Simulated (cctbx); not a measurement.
# What is wrong with this refinement?

Cell a = 4.5930 Å, b = 4.5930 Å, c = 4.5930 Å, α = 90.00°, β = 90.00°, γ = 90.00°; space group Pm-3m (no. 221). The compound is SrVS3.

The data are simulated with cctbx, not measured: Mo Kα, λ = 0.71073 Å, to d = 0.7 Å, 70 % of the full sphere, strongest reflection 5000 counts, noise from counting, a 1.5 % proportional error and a noise floor of 2 counts (s.d.); no absorption.

An anisotropic refinement with weights 1/σ² prints:

```text
Rint 0.038, 50 unique reflections to 0.70 A
cycle     R1     wR2    GooF  max shift (A)
   1  0.0204  0.0398   2.015   0.00000
   2  0.0155  0.0272   1.378   0.00000
final R1 0.0155 wR2 0.0272 GooF 1.378  parameters 4  data/parameter 12.5
atom        x        y        z      Ueq    occ   su(xyz)  su(Uiso or U11)
Sr1    0.50000  0.50000  0.50000   0.0351  1.000  0.00000  0.0003
Ti1    0.00000  0.00000  0.00000   0.0448  1.000  0.00000  0.0005
S1     0.00000  0.00000  0.50000   0.0362  1.000  0.00000  0.0004
difference map: max 0.45 min -0.25 rms 0.07
Q1    0.0000  0.0000  0.1078    6    0.45  0.50 A from Ti1
Q2    0.0909  0.2524  0.5000   24    0.15  1.23 A from S1
Q3    0.2138  0.5000  0.5000    6    0.15  1.31 A from Sr1
Q4    0.0000  0.3311  0.3311   12    0.12  1.71 A from S1
Q5    0.0000  0.1238  0.2713   24    0.10  1.19 A from S1
Q6    0.1769  0.1769  0.3008   24    0.09  1.47 A from S1
```

**Question.** Can this result stand? If not, what is the likely fault?

Mend it. The fault: wrong element: Ti1 is V. Against the right model at the same level, R1 goes from 0.0094 to 0.0155 and GooF from 0.93 to 1.38 and the top difference peak, 0.5 e/Å³, lies 0.50 Å from Ti1. Ti1 has 1 electron too few and its U shrinks to make up, as expected (near an absorption edge f′ can widen the mismatch well beyond the difference in Z).

The compound is SrVS3. The right model at the same level gives:

```text
Rint 0.038, 50 unique reflections to 0.70 A
cycle     R1     wR2    GooF  max shift (A)
   1  0.0097  0.0192   0.969   0.00000
   2  0.0094  0.0184   0.930   0.00000
final R1 0.0094 wR2 0.0184 GooF 0.930  parameters 4  data/parameter 12.5
atom        x        y        z      Ueq    occ   su(xyz)  su(Uiso or U11)
Sr1    0.50000  0.50000  0.50000   0.0344  1.000  0.00000  0.0002
V1     0.00000  0.00000  0.00000   0.0474  1.000  0.00000  0.0003
S1     0.00000  0.00000  0.50000   0.0357  1.000  0.00000  0.0003
difference map: max 0.13 min -0.19 rms 0.04
Q1    0.0912  0.2518  0.5000   24    0.15  1.23 A from S1
Q2    0.0000  0.0000  0.2051    6    0.13  0.94 A from V1
Q3    0.2180  0.5000  0.5000    6    0.13  1.30 A from Sr1
Q4    0.1700  0.1700  0.2968   24    0.09  1.45 A from S1
Q5    0.0000  0.3369  0.3369   12    0.08  1.72 A from S1
Q6    0.0996  0.4184  0.4184   24    0.07  1.91 A from Sr1
```

This is a model crystal, built by substitution and not relaxed, with assumed displacement parameters.

[Middle refinement cycles are left out of these outputs.]

[Logs are printed without paths, hosts, clocks, repeated set-up lines and the standing remarks that a program may print on its own settings, such as how far it seeks lower states.]
